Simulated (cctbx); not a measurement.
# Lattice, Laue class and space group of a new crystal

Cell: a = 4.2850 Å, b = 4.2850 Å, c = 10.6480 Å, α = 90.00°, β = 90.00°, γ = 90.00°. Expected content of the cell: Bi2 Sb4 Be4.

The data are simulated with cctbx, not measured: Mo Kα, λ = 0.71073 Å, to d = 0.84 Å, 50 % of the full sphere, strongest reflection 70000 counts, noise from counting, a 1.5 % proportional error and a noise floor of 15 counts (s.d.); no absorption, some extinction.

Tests on the unmerged data give:

```text
656 reflections to d = 0.840 A
centring   violations  <I/sigma> of those
    A        155 of   327     19.5
    B        150 of   327     19.1
    C        155 of   332     17.2
    I          0 of   334     -0.0
    R        214 of   440     19.7
    F        230 of   493     18.6
Laue class    unique    Rint  (classes that these axes allow; Friedel mates merged)
I 1 2/m 1         173   0.010
I 1 1 2/m         168   0.010
I 2/m 1 1         174   0.011
I m m m           112   0.012
I 4/m              94   0.012
I 4/m m m          69   0.012
space group    extra absences  I>4sigma  <I/sigma>
I 4 2 2                 0          0         -  acentric
I 4 m m                 0          0         -  acentric
I -4 m 2                0          0         -  acentric
I -4 2 m                0          0         -  acentric
I 4/m m m               0          0         -  centric
Wilson B = 0.66 A^2   <|E^2-1|> = 0.714 (0.968 centric, 0.736 acentric)   E^2>4: 0.0 %
shell (A)         n   <I/sigma>
 5.32 - 1.43     18     73.5
 1.43 - 1.14     15     84.6
 1.14 - 1.00     14    103.2
 1.00 - 0.90     12     78.7
 0.90 - 0.84     10     53.9
```

Q: Read the symmetry from these tables.

The reflections that I centring forbids are absent (⟨I/σ⟩ near 0), so the lattice is I.

Rint stays low (0.010 to 0.012) up to I 4/m m m, the highest class in these axes.

5 settings pass the absence test. No glide or screw absences show, which leaves I 4 2 2, I 4 m m, I -4 m 2, I -4 2 m and I 4/m m m.

⟨|E²−1|⟩ = 0.714 leans to a non-centrosymmetric structure. Here that hint misleads: the statistic assumes many like atoms on general positions, and few, heavy or special-position atoms break it. The Wilson B of 0.66 Å² means U ≈ 0.0084 Å².

The true group is I4/mmm (no. 139), Laue class 4/mmm, centrosymmetric. The tables only narrow the choice to the tied entries; cell content, site symmetry and trial solutions must settle it.

The model is made up (kin elements in a known structure type, no relaxation), so it says nothing on whether the phase exists.

[Logs are printed without paths, hosts, clocks, repeated set-up lines and the standing remarks that a program may print on its own settings, such as how far it seeks lower states.]
